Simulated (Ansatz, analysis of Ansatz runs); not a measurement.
# Moving an added electron between Cr sites in LaCrO4 (P2_1/c)

Question: does an added electron stay on the Cr atom where it is started in LaCrO4 (P2_1/c), and if so, how high is the barrier for a hop to another Cr site nearby? Model: a cell of 48 host atoms.

Method: plane-wave PAW DFT, PBEsol+U; relaxation of all atoms of a supercell at fixed charge in a uniform background; PAW set soft_1, in Ansatz 0.2.0.

### 1. Starting point

The cell holds 48 atoms: 8 La, 8 Cr and 32 O. Cell: a = 9.773 Å, b = 9.773 Å, c = 8.262 Å, α = 67.1°, β = 112.9°, γ = 85.5°. It derives from LaCrO4 (space group P2_1/c). Nearest the centre at fractional (0.792, 0.292, 0.750): O30 at 1.72 Å, Cr14 at 2.09 Å, Cr16 at 2.09 Å, O42 at 2.15 Å, O34 at 2.23 Å, O22 at 2.28 Å, O32 at 2.29 Å, O44 at 2.69 Å.

Hubbard terms: Cr d 4.0 eV. They were chosen, not fitted, to curb self-interaction in the shells named, the trial site's among them. The two sites are Cr14 and Cr16. The cell's shortest repeat is 8.3 Å. The host's moments were started ferromagnetic, high spin; both sites carry the same spin direction.

### 2. The cell without the carrier

The neutral cell is relaxed first, from small random displacements, so that bond lengths and moments with the carrier can be set beside those of a relaxed cell without it.

neutral.relax/input.yaml

```yaml
crystal:
  lattice:
    - [6.63091836, 7.17871848, 0.02486774]
    - [-6.63091836, 7.17871848, -0.02486774]
    - [-4.76261004, 0.0, 6.75059431]
  atoms:
    - { symbol: La, position: [0.417918, 0.238426, 0.282621] }
    - { symbol: La, position: [0.917918, 0.738426, 0.282621] }
    - { symbol: La, position: [0.488426, 0.667918, 0.217379] }
    - { symbol: La, position: [0.988426, 0.167918, 0.217379] }
    - { symbol: La, position: [0.082082, 0.261574, 0.717379] }
    - { symbol: La, position: [0.582082, 0.761574, 0.717379] }
    - { symbol: La, position: [0.011574, 0.832082, 0.782621] }
    - { symbol: La, position: [0.511574, 0.332082, 0.782621] }
    - { symbol: Cr, position: [0.178278, 0.488166, 0.303795], spin: 1.0 }
    - { symbol: Cr, position: [0.678278, 0.988166, 0.303795], spin: 1.0 }
    - { symbol: Cr, position: [0.238166, 0.928278, 0.196205], spin: 1.0 }
    - { symbol: Cr, position: [0.738166, 0.428278, 0.196205], spin: 1.0 }
    - { symbol: Cr, position: [0.321722, 0.011834, 0.696205], spin: 1.0 }
    - { symbol: Cr, position: [0.821722, 0.511834, 0.696205], spin: 1.0 }
    - { symbol: Cr, position: [0.261834, 0.571722, 0.803795], spin: 1.0 }
    - { symbol: Cr, position: [0.761834, 0.071722, 0.803795], spin: 1.0 }
    - { symbol: O, position: [0.371386, 0.468315, 0.393324] }
    - { symbol: O, position: [0.871386, 0.968315, 0.393324] }
    - { symbol: O, position: [0.218315, 0.121386, 0.106676] }
    - { symbol: O, position: [0.718315, 0.621386, 0.106676] }
    - { symbol: O, position: [0.128614, 0.031685, 0.606676] }
    - { symbol: O, position: [0.628614, 0.531685, 0.606676] }
    - { symbol: O, position: [0.281685, 0.378614, 0.893324] }
    - { symbol: O, position: [0.781685, 0.878614, 0.893324] }
    - { symbol: O, position: [0.051422, 0.65918, 0.120747] }
    - { symbol: O, position: [0.551422, 0.15918, 0.120747] }
    - { symbol: O, position: [0.40918, 0.801422, 0.379253] }
    - { symbol: O, position: [0.90918, 0.301422, 0.379253] }
    - { symbol: O, position: [0.448578, 0.84082, 0.879253] }
    - { symbol: O, position: [0.948578, 0.34082, 0.879253] }
    - { symbol: O, position: [0.09082, 0.698578, 0.620747] }
    - { symbol: O, position: [0.59082, 0.198578, 0.620747] }
    - { symbol: O, position: [0.411094, 0.590047, 0.745077] }
    - { symbol: O, position: [0.911094, 0.090047, 0.745077] }
    - { symbol: O, position: [0.340047, 0.161094, 0.754923] }
    - { symbol: O, position: [0.840047, 0.661094, 0.754923] }
    - { symbol: O, position: [0.088906, 0.909953, 0.254923] }
    - { symbol: O, position: [0.588906, 0.409953, 0.254923] }
    - { symbol: O, position: [0.159953, 0.338906, 0.245077] }
    - { symbol: O, position: [0.659953, 0.838906, 0.245077] }
    - { symbol: O, position: [0.269964, 0.614105, 0.98736] }
    - { symbol: O, position: [0.769964, 0.114105, 0.98736] }
    - { symbol: O, position: [0.364105, 0.019964, 0.51264] }
    - { symbol: O, position: [0.864105, 0.519964, 0.51264] }
    - { symbol: O, position: [0.230036, 0.885895, 0.01264] }
    - { symbol: O, position: [0.730036, 0.385895, 0.01264] }
    - { symbol: O, position: [0.135895, 0.480036, 0.48736] }
    - { symbol: O, position: [0.635895, 0.980036, 0.48736] }
basis:
  ecutwfc: 420
  xc_grid: 2
hamiltonian:
  xc: pbesol
  hubbard:
    sites: [{ species: Cr, l: d, u_eff: 4.0 }]
    projectors: ortho-atomic
  pseudopotentials: { kind: paw, azcp: { folder: soft_1 }, xc_functional: pbe }
kpoints:
  mp_grid: { grid: [1, 1, 1] }
magnetization:
  spin_polarized: true
  initial_magnetization: 8
  spin_locking: { lock_magnetization: hard }
scf:
  occupations: { method: fermi_dirac, width: 0.01 }
  max_iter: 120
  lower_state_search: "off"
output:
  forces: true
relax:
  f_tol: 0.02
  max_steps: 70
  random_displacement: { amplitude: 0.04, seed: 4254 }
checkpoint:
  write: "../neutral.relax.run"
  compress: false
  write_wavefunctions: true
  write_every: 100000
```

Launch:

```sh
$ ansatz run input.yaml --threads 4 --pin off --max-ram 9420MiB --backend cpu --events-out ev --progress --plain --runs-dir out
```

Numbers of over 12 decimals in the logs are rounded to 6 here.

What it wrote:

```text
[... repeated set-up lines and file paths are left out, and long positions are rounded to six places ...]
Engine: ansatz 0.2.0, aarch64-unknown-linux-gnu
Pseudopotentials: kind: paw
Pseudopotential: La, paw, valence charge 11, recommended cutoff 420 eV (normal), soft_1/La.paw.azcp
Pseudopotential: Cr, paw, valence charge 14, recommended cutoff 420 eV (normal), soft_1/Cr.paw.azcp
Pseudopotential: O, paw, valence charge 6, recommended cutoff 420 eV (normal), soft_1/O.paw.azcp
Functional definition: PBEsol
  exchange = pbesol_x
  correlation = pbesol_c
Crystal: 48 atoms, lattice volume = 644.377 Å³
Basis set: ecut = 420 eV, 12585 PW (Γ), exchange–correlation on 144×144×120 points (8 copies of the dense FFT grid, shifted against one another)
Bands: 248, of which v1, the nominal top of the filled ones, is band 196 counted from 1 (195 counted from 0)
Symmetry: 1 space group operations
k-points: 1
Non-local potential: La, projectors of the file, l = 0: 3, l = 1: 2, l = 2: 2, l = 3: 3
Non-local potential: Cr, projectors of the file, l = 0: 3, l = 1: 2, l = 2: 3, l = 3: 1
Non-local potential: O, projectors of the file, l = 0: 2, l = 1: 2, l = 2: 1
PAW form: soft (Blöchl's): semilocal exchange-correlation on the pseudo side does not see the compensation charge
PAW frozen core: La, regenerated for the run's functional, and the local potential with it (the file was generated under x = pbe(κ = 0.804, μ = 0.219515), c = pbe(β = 0.066725))
PAW frozen core: Cr, regenerated for the run's functional, and the local potential with it (the file was generated under x = pbe(κ = 0.804, μ = 0.219515), c = pbe(β = 0.066725))
[...]
atom  34  O      0.00081427     0.00136483     0.00595819
  [... 7 atoms left out ...]
  atom  42  O     -0.00805287     0.00020394    -0.00057044
  [... 1 atom left out ...]
  atom  44  O      0.00261802    -0.00355665     0.00319223
  [... 1 atom left out ...]
  atom  46  O      0.00293607     0.00254266    -0.00285848
  [... 2 atoms left out ...]
  max |Σ_I F_I| component: 9.97e-5 eV/Å
--- Band table (eV) ---
  k-point 0 ↑: bands = ["-64.2650", "-64.2641", "-64.2639", "-64.2635", [... 240 left out ...] "12.7948", "12.7985", "12.8142", "12.8146"]
  k-point 0 ↓: bands = ["-63.1416", "-63.1408", "-63.1406", "-63.1404", [... 240 left out ...] "12.8187", "12.8316", "12.8366", "12.8419"]
Occupation matrices written to <dir>
--- Relaxed structure (5 steps of the walk, 5 accepted, 0 SCFs on fresh bases) ---
  F+E_penalty+E_count = -94043.56130210 eV   max|allowed force component| = 1.595e-2 eV/Å
  atoms:
    - { symbol: La, position: [0.418243, 0.237557, 0.282361] }
    - { symbol: La, position: [0.918149, 0.737575, 0.282208] }
    [... 5 atoms left out ...]
    - { symbol: La, position: [0.512781, 0.332277, 0.782201] }
    [... 5 atoms left out ...]
    - { symbol: Cr, position: [0.821547, 0.512741, 0.696780] }
    [... 1 atom left out ...]
    - { symbol: Cr, position: [0.761878, 0.072541, 0.802287] }
    [... 5 atoms left out ...]
    - { symbol: O, position: [0.628760, 0.531197, 0.607423] }
    [... 7 atoms left out ...]
    - { symbol: O, position: [0.948424, 0.341806, 0.880298] }
    [... 1 atom left out ...]
    - { symbol: O, position: [0.590956, 0.199563, 0.618887] }
    [... 1 atom left out ...]
    - { symbol: O, position: [0.911647, 0.090730, 0.744736] }
    [... 7 atoms left out ...]
    - { symbol: O, position: [0.769490, 0.116235, 0.984551] }
    [... 1 atom left out ...]
    - { symbol: O, position: [0.865685, 0.520277, 0.514822] }
    [... 1 atom left out ...]
    - { symbol: O, position: [0.730124, 0.384546, 0.015128] }
    [... 2 atoms left out ...]
[key lines of the parts left out:]
SCF converged after 2 iterations
Magnetization: 8.0000 μB (200.0000 up, 192.0000 down)
Free energy (F): -94043.561302 eV
Fermi energy:    9.401268 (↑ 9.401268, ↓ 8.980746) eV
```

Elapsed: 77 s, on 4 threads of Arm Neoverse V1, shared host; peak memory 1.3 GiB.

The largest displacement from an ideal site is 0.024 Å.

### 3. The electron on the first site

The nearest neighbour or neighbours of the site start displaced and the site's starting moment is changed by the carrier's spin, since a carrier doesn't trap itself in the undistorted lattice.

A.relax/input.yaml

```yaml
crystal:
  lattice:
    - [6.63091836, 7.17871848, 0.02486774]
    - [-6.63091836, 7.17871848, -0.02486774]
    - [-4.76261004, 0.0, 6.75059431]
  atoms:
    - { symbol: La, position: [0.418243, 0.237557, 0.282361] }
    - { symbol: La, position: [0.918149, 0.737575, 0.282208] }
    - { symbol: La, position: [0.486707, 0.669134, 0.216802] }
    - { symbol: La, position: [0.986689, 0.168972, 0.217078] }
    - { symbol: La, position: [0.081333, 0.263753, 0.717149] }
    - { symbol: La, position: [0.581229, 0.763832, 0.716854] }
    - { symbol: La, position: [0.012733, 0.832223, 0.78225] }
    - { symbol: La, position: [0.512781, 0.332277, 0.782201] }
    - { symbol: Cr, position: [0.177821, 0.488466, 0.302305], spin: 1.0 }
    - { symbol: Cr, position: [0.67769, 0.988656, 0.302016], spin: 1.0 }
    - { symbol: Cr, position: [0.237728, 0.928654, 0.197063], spin: 1.0 }
    - { symbol: Cr, position: [0.737796, 0.428675, 0.197146], spin: 1.0 }
    - { symbol: Cr, position: [0.321734, 0.012802, 0.697066], spin: 1.0 }
    - { symbol: Cr, position: [0.821547, 0.512741, 0.69678], spin: 2.0 }
    - { symbol: Cr, position: [0.261637, 0.572657, 0.802004], spin: 1.0 }
    - { symbol: Cr, position: [0.761878, 0.072541, 0.802287], spin: 1.0 }
    - { symbol: O, position: [0.370632, 0.469879, 0.391403] }
    - { symbol: O, position: [0.870458, 0.970319, 0.391302] }
    - { symbol: O, position: [0.219222, 0.12145, 0.107765] }
    - { symbol: O, position: [0.719231, 0.621494, 0.10775] }
    - { symbol: O, position: [0.128992, 0.031065, 0.607811] }
    - { symbol: O, position: [0.615144, 0.532415, 0.601256] }
    - { symbol: O, position: [0.280079, 0.379874, 0.891529] }
    - { symbol: O, position: [0.780288, 0.879761, 0.891264] }
    - { symbol: O, position: [0.050674, 0.659239, 0.118726] }
    - { symbol: O, position: [0.550724, 0.159631, 0.118604] }
    - { symbol: O, position: [0.408702, 0.801736, 0.380387] }
    - { symbol: O, position: [0.908697, 0.30169, 0.380572] }
    - { symbol: O, position: [0.448743, 0.841871, 0.880515] }
    - { symbol: O, position: [0.957335, 0.329691, 0.893405] }
    - { symbol: O, position: [0.090647, 0.69953, 0.618649] }
    - { symbol: O, position: [0.590956, 0.199563, 0.618887] }
    - { symbol: O, position: [0.411466, 0.59083, 0.744468] }
    - { symbol: O, position: [0.911647, 0.09073, 0.744736] }
    - { symbol: O, position: [0.339873, 0.162554, 0.754652] }
    - { symbol: O, position: [0.84088, 0.673012, 0.758457] }
    - { symbol: O, position: [0.088024, 0.910366, 0.254754] }
    - { symbol: O, position: [0.587993, 0.410539, 0.254681] }
    - { symbol: O, position: [0.159698, 0.338543, 0.245012] }
    - { symbol: O, position: [0.659635, 0.838717, 0.244713] }
    - { symbol: O, position: [0.269316, 0.616847, 0.983958] }
    - { symbol: O, position: [0.76949, 0.116235, 0.984551] }
    - { symbol: O, position: [0.365791, 0.020343, 0.515057] }
    - { symbol: O, position: [0.868693, 0.520891, 0.501778] }
    - { symbol: O, position: [0.230055, 0.884684, 0.014967] }
    - { symbol: O, position: [0.730124, 0.384546, 0.015128] }
    - { symbol: O, position: [0.13396, 0.481038, 0.484428] }
    - { symbol: O, position: [0.633603, 0.981243, 0.483942] }
total_charge: -1
basis:
  ecutwfc: 420
  xc_grid: 2
hamiltonian:
  xc: pbesol
  hubbard:
    sites: [{ species: Cr, l: d, u_eff: 4.0 }]
    projectors: ortho-atomic
  pseudopotentials: { kind: paw, azcp: { folder: soft_1 }, xc_functional: pbe }
kpoints:
  mp_grid: { grid: [1, 1, 1] }
magnetization:
  spin_polarized: true
  initial_magnetization: 9
  spin_locking: { lock_magnetization: hard }
scf:
  occupations: { method: fermi_dirac, width: 0.01 }
  max_iter: 120
  lower_state_search: "off"
output:
  forces: true
relax:
  f_tol: 0.015
  max_steps: 70
  escape_saddle: false
checkpoint:
  write: "../A.relax.run"
  compress: false
  write_wavefunctions: true
  write_every: 100000
```

What it wrote:

```text
[...]
Crystal: 48 atoms, lattice volume = 644.377 Å³
Basis set: ecut = 420 eV, 12585 PW (Γ), exchange–correlation on 144×144×120 points (8 copies of the dense FFT grid, shifted against one another)
Bands: 249, of which v1, the nominal top of the filled ones, is band 197 counted from 1 (196 counted from 0)
Symmetry: 1 space group operations
[...]
k-points: 1
[...]
Starting moments: Σ|m| = 9 μB on 8 of 48 sites
[...]
SCF iter   1: F=—  HF=-94050.033554 eV  |F-HF|=—  |Δ(HF+E_count)|=         —  Δρ=1.24e-1 (↑1.24e-1 ↓5.27e-2)  dr2=3.05e2  dr2_m=1.07e1  M=9.000 μB ∫|m|=13.341 μB  β_m=0.30  ethr=3.10e-3  ⟨swp⟩=6.0  Hψ=1710  notcnv=0
[...]
spin=Collinear: Resta preconditioning applied to the charge; magnetization (m = ρ↑ − ρ↓) channel mixes plain (no charge-response kernel on spin).
SCF iter   2: F=—  HF=-94034.264409 eV  |F-HF|=—  |Δ(HF+E_count)|=    1.58e1  Δρ=5.84e-2 (↑5.84e-2 ↓3.13e-2)  dr2=4.23e1  dr2_m=2.21e0  M=9.000 μB ∫|m|=12.023 μB  β_m=0.26  ethr=3.10e-3  ⟨swp⟩=12.0  Hψ=2161  notcnv=0  defer=44
[...]
SCF iter  25: F=-94033.807658 eV  HF=-94033.807661 eV  |F-HF|=2.19e-6  |Δ(HF+E_count)|=   1.00e-6  Δρ=1.84e-5 (↑1.84e-5 ↓1.27e-5)  dr2=3.61e-6  dr2_m=5.76e-7  M=9.000 μB ∫|m|=11.690 μB  ethr=1.43e-9  ⟨swp⟩=2.0  Hψ=1612  notcnv=0
SCF 1 converged in 25 iterations: F = -94033.807658 eV  dr2 = 3.61e-6
[...]
relax step   1: F+E_penalty+E_count = -94033.80765838 eV  Δ(F+E_penalty+E_count) = +0.000e0 eV  max|allowed force component| = 1.439e0 eV/Å  Δτ_max = 0.0000 Å  (25 SCF iters, dr2 threshold 5.63e-6 eV, accepted)
[...]
relax step   2: F+E_penalty+E_count = -94033.92853083 eV  Δ(F+E_penalty+E_count) = -1.209e-1 eV  max|allowed force component| = 1.028e0 eV/Å  Δτ_max = 0.1196 Å  (12 SCF iters, dr2 threshold 1.00e-4 eV, accepted)
relax step   3: F+E_penalty+E_count = -94034.12601172 eV  Δ(F+E_penalty+E_count) = -1.975e-1 eV  max|allowed force component| = 3.634e-1 eV/Å  Δτ_max = 0.0561 Å  (7 SCF iters, dr2 threshold 6.60e-5 eV, accepted)
relax step   4: F+E_penalty+E_count = -94034.14155440 eV  Δ(F+E_penalty+E_count) = -1.554e-2 eV  max|allowed force component| = 1.360e-1 eV/Å  Δτ_max = 0.0202 Å  (11 SCF iters, dr2 threshold 1.65e-5 eV, accepted)
relax step   5: F+E_penalty+E_count = -94034.07755500 eV  Δ(F+E_penalty+E_count) = +6.400e-2 eV  max|allowed force component| = 3.232e-1 eV/Å  Δτ_max = 0.1141 Å  (18 SCF iters, dr2 threshold 2.31e-6 eV, rejected (line search))
relax step   6: F+E_penalty+E_count = -94034.14739158 eV  Δ(F+E_penalty+E_count) = -5.837e-3 eV  max|allowed force component| = 3.767e-2 eV/Å  Δτ_max = 0.0265 Å  (24 SCF iters, accepted)
relax step   7: F+E_penalty+E_count = -94034.14798748 eV  Δ(F+E_penalty+E_count) = -5.959e-4 eV  max|allowed force component| = 2.140e-2 eV/Å  Δτ_max = 0.0046 Å  (11 SCF iters, accepted)
SCF iter   1: F=—  HF=-94034.147876 eV  |F-HF|=—  |Δ(HF+E_count)|=         —  Δρ=4.25e-4 (↑4.25e-4 ↓2.38e-4)  dr2=9.33e-4  dr2_m=2.74e-4  M=9.000 μB ∫|m|=11.537 μB  β_m=0.30  ethr=2.46e-6  ⟨swp⟩=5.5  Hψ=1323  notcnv=0  defer=87
[...]
SCF iter  15: F=-94034.148437 eV  HF=-94034.148437 eV  |F-HF|=2.24e-8  |Δ(HF+E_count)|=   4.58e-8  Δρ=1.68e-6 (↑1.68e-6 ↓8.88e-7)  dr2=3.32e-8  dr2_m=2.52e-9  M=9.000 μB ∫|m|=11.536 μB  ethr=1.34e-11  ⟨swp⟩=4.0  Hψ=1609  notcnv=0
SCF 8 converged in 15 iterations: F = -94034.148437 eV  dr2 = 3.32e-8
relax step   8: F+E_penalty+E_count = -94034.14843733 eV  Δ(F+E_penalty+E_count) = -4.498e-4 eV  max|allowed force component| = 9.501e-3 eV/Å  Δτ_max = 0.0076 Å  (15 SCF iters, accepted)
NSCF: frozen V_eff on 1 k-points
[...]
SCF converged after 15 iterations
Stability checked in part: among states of this total moment the steps that led to this state did not find it unstable. No probe was made; neither looks for a lower state of another moment (fixed_total_moment; see scf.lower_state_search)
Magnetization: 9.0000 μB (201.0000 up, 192.0000 down)
Absolute magnetization: 11.6394 μB (∫|ρ↑−ρ↓|, with the PAW one-centre terms)
[...]
Per-site moments (μB) at R_I (Å): [(0.010641, 1.020651), (0.010977, 0.984455), (0.011650, 1.015834), [... 45 left out ...]
Free energy (F): -94034.148437 eV
[...]
Internal energy: -94034.148437 eV  (E = F + TS)
E sigma→0 (E₀):  -94034.148437 eV
Fermi energy:    9.447707 (↑ 9.447707, ↓ 9.098496) eV
[...]
--- Forces (eV/Å), atoms counted from 1 ---
  atom   1  La     0.00020576    -0.00014575     0.00023951
  atom   2  La     0.00097874     0.00074350    -0.00475785
  [... 5 atoms left out ...]
  atom   8  La    -0.00385642    -0.00508034     0.00114523
  [... 5 atoms left out ...]
  atom  14  Cr     0.00582128    -0.00504518    -0.00305050
  [... 1 atom left out ...]
  atom  16  Cr    -0.00346499    -0.00236882    -0.00075836
  [... 5 atoms left out ...]
  atom  22  O      0.00570976     0.00373856     0.00048808
  [... 7 atoms left out ...]
  atom  30  O      0.00119045     0.00075324     0.00047314
  [... 1 atom left out ...]
  atom  32  O      0.00177438    -0.00129292     0.00050983
  [... 1 atom left out ...]
  atom  34  O     -0.00001421     0.00230711     0.00178424
  [... 7 atoms left out ...]
  atom  42  O     -0.00092074     0.00483738     0.00093334
  [... 1 atom left out ...]
  atom  44  O     -0.00269445    -0.00075495     0.00852327
  [... 1 atom left out ...]
  atom  46  O      0.00153084     0.00520984    -0.00608771
  [... 2 atoms left out ...]
  max |Σ_I F_I| component: 2.01e-5 eV/Å
--- Band table (eV) ---
[...]
Occupation matrices written to <dir>
--- Relaxed structure (8 steps of the walk, 7 accepted, 0 SCFs on fresh bases) ---
  F+E_penalty+E_count = -94034.14843733 eV   max|allowed force component| = 9.501e-3 eV/Å
  atoms:
    - { symbol: La, position: [0.418240, 0.236886, 0.282634] }
    - { symbol: La, position: [0.917773, 0.731452, 0.291543] }
    [... 5 atoms left out ...]
    - { symbol: La, position: [0.513073, 0.337262, 0.775070] }
    [... 5 atoms left out ...]
    - { symbol: Cr, position: [0.821918, 0.511290, 0.704588] }
    [... 1 atom left out ...]
    - { symbol: Cr, position: [0.761789, 0.072642, 0.803536] }
    [... 5 atoms left out ...]
    - { symbol: O, position: [0.621696, 0.532038, 0.603729] }
    [... 7 atoms left out ...]
    - { symbol: O, position: [0.948045, 0.327046, 0.881383] }
    [... 1 atom left out ...]
    - { symbol: O, position: [0.592165, 0.200507, 0.617170] }
    [... 1 atom left out ...]
    - { symbol: O, position: [0.910828, 0.087609, 0.744169] }
    [... 7 atoms left out ...]
    - { symbol: O, position: [0.765732, 0.117213, 0.983842] }
    [... 1 atom left out ...]
    - { symbol: O, position: [0.871798, 0.520725, 0.515552] }
    [... 1 atom left out ...]
    - { symbol: O, position: [0.731462, 0.388856, 0.009901] }
    [... 2 atoms left out ...]
```

Wall time 2.1 min (4 threads); peak memory 1.3 GiB; 8.1 min of CPU time.

The steps of the relaxation:

```csv
step,energy less that of the first step (eV),largest force component (eV/Å)
1,0.0000,1.4387
2,-0.1209,1.0278
3,-0.3184,0.3634
4,-0.3339,0.1360
5,-0.2699,0.3232
6,-0.3397,0.0377
7,-0.3403,0.0214
8,-0.3408,0.0095
```

Relaxation step 5 was tried and not accepted.

The atoms that moved most (Å):

```csv
atom,dx,dy,dz,length
O30,0.013,-0.086,-0.081,0.119
O44,-0.044,0.021,0.093,0.105
La2,-0.006,-0.047,0.063,0.079
O36,0.020,-0.032,-0.060,0.071
La3,0.024,0.008,0.064,0.069
O47,0.040,0.044,0.034,0.068
La8,0.003,0.038,-0.048,0.061
Cr14,-0.025,-0.008,0.053,0.059
```

The moves above count from the input, in which the site's nearest neighbours were already displaced; the distances below compare with the cell without the carrier.

Distances from Cr14 without and with the electron:

```csv
atom,without (Å),with (Å)
O30,1.69,1.76
O44,1.70,1.78
O22,1.70,1.76
O36,1.71,1.76
```

The largest changes of the moments are 0.71 μB on Cr14, 0.03 μB on Cr13 and 0.03 μB on Cr9. The largest part sits on the chosen site.

(Part 1 of 2 ends here.)

[Logs are printed without paths, hosts, clocks, repeated set-up lines and the standing remarks that a program may print on its own settings, such as how far it seeks lower states.]

[Hosts, paths, dates, database ids (printed as entryN), source tags and the programs' standing remarks are cut or masked in the printed files.]
